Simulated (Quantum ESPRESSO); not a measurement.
# two Fe on Si sites of Si, 4.5 Å apart: parallel and opposed starts

Wanted: the moments of two Fe on Si sites of Si, 4.5 Å apart and the energy of each order that was tried.

Program: Quantum ESPRESSO 7.5. Level of theory: PBE; plane waves with GBRV 1.5 PBE potentials, no spin-orbit coupling. Results are calculated unless marked as measured.

## 1. The structure

The cell holds 16 atoms: 2 Fe and 14 Si. Its edges and angles: a = 7.681 Å, b = 7.681 Å, c = 7.681 Å, α = 60.0°, β = 60.0°, γ = 60.0°. It derives from Si.

The lattice constants of the host were typed from memory of published values.

## 2. Run 1, typed as ferro ++

The signs are those of the starting moments on the seeded atoms, the atoms that are given a moment.

pw.in reads:

```
&CONTROL
  calculation = 'scf'
  prefix = 'pwscf'
  outdir = './tmp'
  pseudo_dir = './pseudo'
  disk_io = 'nowf'
/
&SYSTEM
  ibrav = 0
  celldm(1) = 8
  nat = 16
  ntyp = 2
  ecutwfc = 40
  ecutrho = 280
  nbnd = 64
  occupations = 'smearing'
  smearing = 'fd'
  degauss = 0.00367493
  nspin = 2
  starting_magnetization(1) = 0.2188
  starting_magnetization(2) = 0
/
&ELECTRONS
  conv_thr = 3.2d-08
  electron_maxstep = 150
  mixing_beta = 0.3
/
ATOMIC_SPECIES
Fe     55.8450 fe_pbe_v1.5.uspp.F.UPF
Si     28.0850 si_pbe_v1.uspp.F.UPF
CELL_PARAMETERS alat
   0.0000000000000    1.2828878228553    1.2828878228553
   1.2828878228553    0.0000000000000    1.2828878228553
   1.2828878228553    1.2828878228553    0.0000000000000
ATOMIC_POSITIONS crystal
Fe      0.0000000000    0.0000000000    0.0000000000
Si      0.1250000000    0.1250000000    0.1250000000
Si      0.0000000000    0.0000000000    0.5000000000
Si      0.1250000000    0.1250000000    0.6250000000
Si      0.0000000000    0.5000000000    0.0000000000
Si      0.1250000000    0.6250000000    0.1250000000
Si      0.0000000000    0.5000000000    0.5000000000
Fe      0.1250000000    0.6250000000    0.6250000000
Si      0.5000000000    0.0000000000    0.0000000000
Si      0.6250000000    0.1250000000    0.1250000000
Si      0.5000000000    0.0000000000    0.5000000000
Si      0.6250000000    0.1250000000    0.6250000000
Si      0.5000000000    0.5000000000    0.0000000000
Si      0.6250000000    0.6250000000    0.1250000000
Si      0.5000000000    0.5000000000    0.5000000000
Si      0.6250000000    0.6250000000    0.6250000000
K_POINTS automatic
4 4 4 0 0 0
```

Launch:

```console
OMP_NUM_THREADS=1 mpirun -n 4 pw.x -nk 4 -in pw.in > pw.out
```

Log:

```text
Program PWSCF v.7.5 starts

     Message from routine setup:
     using ibrav=0 with symmetry is DISCOURAGED, use correct ibrav instead

     K-points division:     npool     =       4
     Subspace diagonalization in iterative solution of the eigenvalue problem:

     G-vector sticks info
     --------------------
     sticks:   dense  smooth     PW     G-vecs:    dense   smooth      PW
     Sum        4069    2335    649               171471    74129   10849

     Using Slab Decomposition

     bravais-lattice index     =            0
     lattice parameter (alat)  =       8.0000  a.u.
     unit-cell volume          =    2162.0514 (a.u.)^3
     number of atoms/cell      =           16
     number of atomic types    =            2
     number of electrons       =        88.00
     number of Kohn-Sham states=           64
     kinetic-energy cutoff     =      40.0000  Ry
     charge density cutoff     =     280.0000  Ry
     scf convergence threshold =      3.2E-08
     mixing beta               =       0.3000
     number of iterations used =            8  plain     mixing
     Exchange-correlation= SLA  PW   PBE  PBE
                           (   1   4   3   4   0   0   0)

     celldm(1)=   8.000000  celldm(2)=   0.000000  celldm(3)=   0.000000
     celldm(4)=   0.000000  celldm(5)=   0.000000  celldm(6)=   0.000000

     crystal axes: (cart. coord. in units of alat)
               a(1) = (   0.000000   1.282888   1.282888 )
               a(2) = (   1.282888   0.000000   1.282888 )
               a(3) = (   1.282888   1.282888   0.000000 )

     reciprocal axes: (cart. coord. in units 2 pi/alat)
               b(1) = ( -0.389746  0.389746  0.389746 )
               b(2) = (  0.389746 -0.389746  0.389746 )
               b(3) = (  0.389746  0.389746 -0.389746 )

     PseudoPot. # 1 for Fe read from file:
     fe_pbe_v1.5.uspp.F.UPF
     Pseudo is Ultrasoft + core correction, Zval = 16.0
     Generated by new atomic code, or converted to UPF format
     Using radial grid of  861 points,  6 beta functions with:
                l(1) =   0
                l(2) =   0
                l(3) =   1
                l(4) =   1
                l(5) =   2
                l(6) =   2
     Q(r) pseudized with  8 coefficients,  rinner =    1.000   1.000   1.000
                                                       1.000   1.000

     PseudoPot. # 2 for Si read from file:
     si_pbe_v1.uspp.F.UPF
     Pseudo is Ultrasoft + core correction, Zval =  4.0
     Generated by new atomic code, or converted to UPF format
     Using radial grid of  899 points,  6 beta functions with:
                l(1) =   0
                l(2) =   0
                l(3) =   1
                l(4) =   1
                l(5) =   2
                l(6) =   2
     Q(r) pseudized with  8 coefficients,  rinner =    0.900   0.900   0.900
                                                       0.900   0.900

     atomic species   valence    mass     pseudopotential
     Fe               16.00    55.84500     Fe( 1.00)
     Si                4.00    28.08500     Si( 1.00)

     Starting magnetic structure
     atomic species   magnetization
     Fe              0.219
     Si              0.000

      6 Sym. Ops. (no inversion) found

   Cartesian axes

     site n.     atom                  positions (alat units)
         1        Fe     tau(   1) = (   0.0000000   0.0000000   0.0000000  )
         2        Si     tau(   2) = (   0.3207220   0.3207220   0.3207220  )
         3        Si     tau(   3) = (   0.6414439   0.6414439   0.0000000  )
         4        Si     tau(   4) = (   0.9621659   0.9621659   0.3207220  )
         5        Si     tau(   5) = (   0.6414439   0.0000000   0.6414439  )
         6        Si     tau(   6) = (   0.9621659   0.3207220   0.9621659  )
         7        Si     tau(   7) = (   1.2828878   0.6414439   0.6414439  )
         8        Fe     tau(   8) = (   1.6036098   0.9621659   0.9621659  )
         9        Si     tau(   9) = (   0.0000000   0.6414439   0.6414439  )
        10        Si     tau(  10) = (   0.3207220   0.9621659   0.9621659  )
        11        Si     tau(  11) = (   0.6414439   1.2828878   0.6414439  )
        12        Si     tau(  12) = (   0.9621659   1.6036098   0.9621659  )
        13        Si     tau(  13) = (   0.6414439   0.6414439   1.2828878  )
        14        Si     tau(  14) = (   0.9621659   0.9621659   1.6036098  )
        15        Si     tau(  15) = (   1.2828878   1.2828878   1.2828878  )
        16        Si     tau(  16) = (   1.6036098   1.6036098   1.6036098  )

     number of k points=    13  Fermi-Dirac smearing, width (Ry)=  0.0037
                       cart. coord. in units 2pi/alat
        k(    1) = (   0.0000000   0.0000000   0.0000000), wk =   0.0156250
        k(    2) = (   0.0974364   0.0974364  -0.0974364), wk =   0.0937500
        k(    3) = (  -0.1948728  -0.1948728   0.1948728), wk =   0.0468750
        k(    4) = (   0.1948728   0.0000000   0.0000000), wk =   0.0937500
        k(    5) = (  -0.0974364  -0.2923093   0.2923093), wk =   0.1875000
        [... 8 further k-points ...]

     Dense  grid:   171471 G-vectors     FFT dimensions: (  80,  80,  80)

     Smooth grid:    74129 G-vectors     FFT dimensions: (  60,  60,  60)

     Check: negative core charge=   -0.000008
     Generating pointlists ...
     new r_m :   0.2291 (alat units)  1.8332 (a.u.) for type    1
     new r_m :   0.2291 (alat units)  1.8332 (a.u.) for type    2

     Initial potential from superposition of free atoms

     starting charge      85.9906, renormalised to      88.0000
     Starting wfcs are   82 randomized atomic wfcs

     Self-consistent Calculation

     iteration #  1     ecut=    40.00 Ry     beta= 0.30
     Davidson diagonalization with overlap
     ethr =  1.00E-02,  avg # of iterations =  4.1

     total energy              =    -629.18668196 Ry
     estimated scf accuracy    <      14.14299602 Ry

     total magnetization       =     1.00 Bohr mag/cell
     absolute magnetization    =     1.45 Bohr mag/cell

     iteration #  2     ecut=    40.00 Ry     beta= 0.30
     Davidson diagonalization with overlap
     ethr =  1.00E-02,  avg # of iterations =  3.4

     total energy              =    -631.93151948 Ry
     estimated scf accuracy    <      70.34881252 Ry

     total magnetization       =     0.08 Bohr mag/cell
     absolute magnetization    =     0.32 Bohr mag/cell

     iteration #  3     ecut=    40.00 Ry     beta= 0.30
     Davidson diagonalization with overlap
     ethr =  1.00E-02,  avg # of iterations =  4.8

     total energy              =    -634.51752528 Ry
     estimated scf accuracy    <       2.65214211 Ry

     total magnetization       =     5.32 Bohr mag/cell
     absolute magnetization    =     6.13 Bohr mag/cell

     [... further iterations left out ...]

     iteration # 15     ecut=    40.00 Ry     beta= 0.30
     Davidson diagonalization with overlap
     ethr =  3.40E-09,  avg # of iterations =  2.0

     total energy              =    -634.72634742 Ry
     estimated scf accuracy    <       0.00000099 Ry

     total magnetization       =     3.49 Bohr mag/cell
     absolute magnetization    =     4.94 Bohr mag/cell

     iteration # 16     ecut=    40.00 Ry     beta= 0.30
     Davidson diagonalization with overlap
     ethr =  1.13E-09,  avg # of iterations =  1.7

     total energy              =    -634.72634749 Ry
     estimated scf accuracy    <       0.00000092 Ry

     total magnetization       =     3.49 Bohr mag/cell
     absolute magnetization    =     4.94 Bohr mag/cell

     iteration # 17     ecut=    40.00 Ry     beta= 0.30
     Davidson diagonalization with overlap
     ethr =  1.04E-09,  avg # of iterations =  2.0

     total energy              =    -634.72634773 Ry
     estimated scf accuracy    <       0.00000010 Ry

     total magnetization       =     3.49 Bohr mag/cell
     absolute magnetization    =     4.95 Bohr mag/cell

     iteration # 18     ecut=    40.00 Ry     beta= 0.30
     Davidson diagonalization with overlap
     ethr =  1.16E-10,  avg # of iterations =  3.3

     Magnetic moment per site  (integrated on atomic sphere of radius R)
     atom   1 (R=0.229)  charge= 14.1395  magn=  1.9329
     atom   2 (R=0.229)  charge=  1.8087  magn= -0.0461
     atom   3 (R=0.229)  charge=  1.8087  magn= -0.0462
     atom   4 (R=0.229)  charge=  1.8087  magn= -0.0461
     atom   5 (R=0.229)  charge=  1.8087  magn= -0.0462
     atom   6 (R=0.229)  charge=  1.8087  magn= -0.0461
     atom   7 (R=0.229)  charge=  1.8087  magn= -0.0462
     atom   8 (R=0.229)  charge= 14.1395  magn=  1.9333
     atom   9 (R=0.229)  charge=  1.8180  magn=  0.0013
     atom  10 (R=0.229)  charge=  1.8121  magn= -0.0531
     atom  11 (R=0.229)  charge=  1.8180  magn=  0.0013
     atom  12 (R=0.229)  charge=  1.8180  magn=  0.0013
     atom  13 (R=0.229)  charge=  1.8180  magn=  0.0013
     atom  14 (R=0.229)  charge=  1.8180  magn=  0.0013
     atom  15 (R=0.229)  charge=  1.8121  magn= -0.0531
     atom  16 (R=0.229)  charge=  1.8180  magn=  0.0013

     End of self-consistent calculation

     [... lines left out ...]
     the Fermi energy is     6.4338 ev

!    total energy              =    -634.72634778 Ry
     estimated scf accuracy    <          9.9E-09 Ry
     smearing contrib. (-TS)   =      -0.00634162 Ry
     internal energy E=F+TS    =    -634.72000616 Ry

     The total energy is F=E-TS. E is the sum of the following terms:
     one-electron contribution =    -473.78599031 Ry
     hartree contribution      =     268.56578493 Ry
     xc contribution           =    -118.32845681 Ry
     ewald contribution        =    -311.17134396 Ry

     total magnetization       =     3.49 Bohr mag/cell
     absolute magnetization    =     4.95 Bohr mag/cell

     convergence has been achieved in  18 iterations

=------------------------------------------------------------------------------=
   JOB DONE.
=------------------------------------------------------------------------------=
```

The job ended after 3.7 min (4 MPI ranks of Intel Xeon at 2.70GHz, shared host; peak memory 1.5 GiB; 15 min of CPU time).

Spin moment in the atom's sphere by atom:

```
atom  spin moment in the atom's sphere (μB)
 Fe1                                   1.93
 Si2                                  -0.05
 Si3                                  -0.05
 Si4                                  -0.05
 Si5                                  -0.05
 Si6                                  -0.05
 Si7                                  -0.05
 Fe8                                   1.93
 Si9                                   0.00
Si10                                  -0.05
Si11                                   0.00
Si12                                   0.00
Si13                                   0.00
Si14                                   0.00
Si15                                  -0.05
Si16                                   0.00
```

This step gave:

```
smearing term TS       : 0.08628 eV
magnetization          : 3.493 μB
absolute magnetization : 4.948 μB
final state            : ferromagnetic
```

Spin density in the ac plane at fractional y = 0.000, with atoms of Fe and Si within 0.2 Å of it.

Ten even steps from '_' (0.0 e/Å³) to '@' (3.7 e/Å³), each cell a mean:
```
%%==____________________________________--
....______________________________________
__________________________________________
__________________________________________
__________________________________________
__________________________________________
__________________________________________
__________________________________________
__________________________________________
__________________________________________
__________________________________________
__________________________________________
__________________________________________
__________________________________________
__________________________________________
__________________________________________
__________________________________________
__________________________________________
__________________________________________
--____________________________________..==
@@--__________________________________..%%
```
Columns run along a (7.7 Å), rows up along c (7.7 Å). Atoms in or near the plane, at fractional coordinates: Fe at (0.00, 0.00), Si at (0.00, 0.50), Si at (0.50, 0.00), Si at (0.50, 0.50).

Valence density in the ac plane at fractional y = 0.000, with atoms of Fe and Si within 0.2 Å of it. It is the smooth field of the valence electrons, not physical close to the nuclei.

Values in e/Å³, 11 rows by 16 columns, each cell a mean:
```
13  5  0  0  0  0  0  0  0  0  0  0  0  0  0  5
 1  1  0  0  0  0  0  0  0  0  0  0  0  0  0  0
 0  0  0  0  0  0  0  0  0  0  0  0  0  0  0  0
 0  0  0  0  0  0  0  0  0  0  0  0  0  0  0  0
 0  0  0  0  0  0  0  0  0  0  0  0  0  0  0  0
 1  0  0  0  0  0  0  0  1  0  0  0  0  0  0  0
 0  0  0  0  0  0  0  0  0  0  0  0  0  0  0  0
 0  0  0  0  0  0  0  0  0  0  0  0  0  0  0  0
 0  0  0  0  0  0  0  0  0  0  0  0  0  0  0  0
 1  0  0  0  0  0  0  0  0  0  0  0  0  0  1  1
14  3  0  0  0  0  0  0  1  0  0  0  0  0  2 16
```
Columns run along a (7.7 Å), rows up along c (7.7 Å). Atoms in or near the plane, at fractional coordinates: Fe at (0.00, 0.00), Si at (0.00, 0.50), Si at (0.50, 0.00), Si at (0.50, 0.50).

(Part 1 of 2 ends here.)

[Logs and program files are shortened in this print: banners, set-up blocks, solver, clock and traceback lines can be left out without a mark of their own.]

[Logs are printed without paths, hosts, clocks, repeated set-up lines and the standing remarks that a program may print on its own settings, such as how far it seeks lower states.]

[Hosts, paths, dates, database ids (printed as entryN), source tags and the programs' standing remarks are cut or masked in the printed files.]

[Where a cell is said to come from a database of computed structures, the database is the Materials Project.]
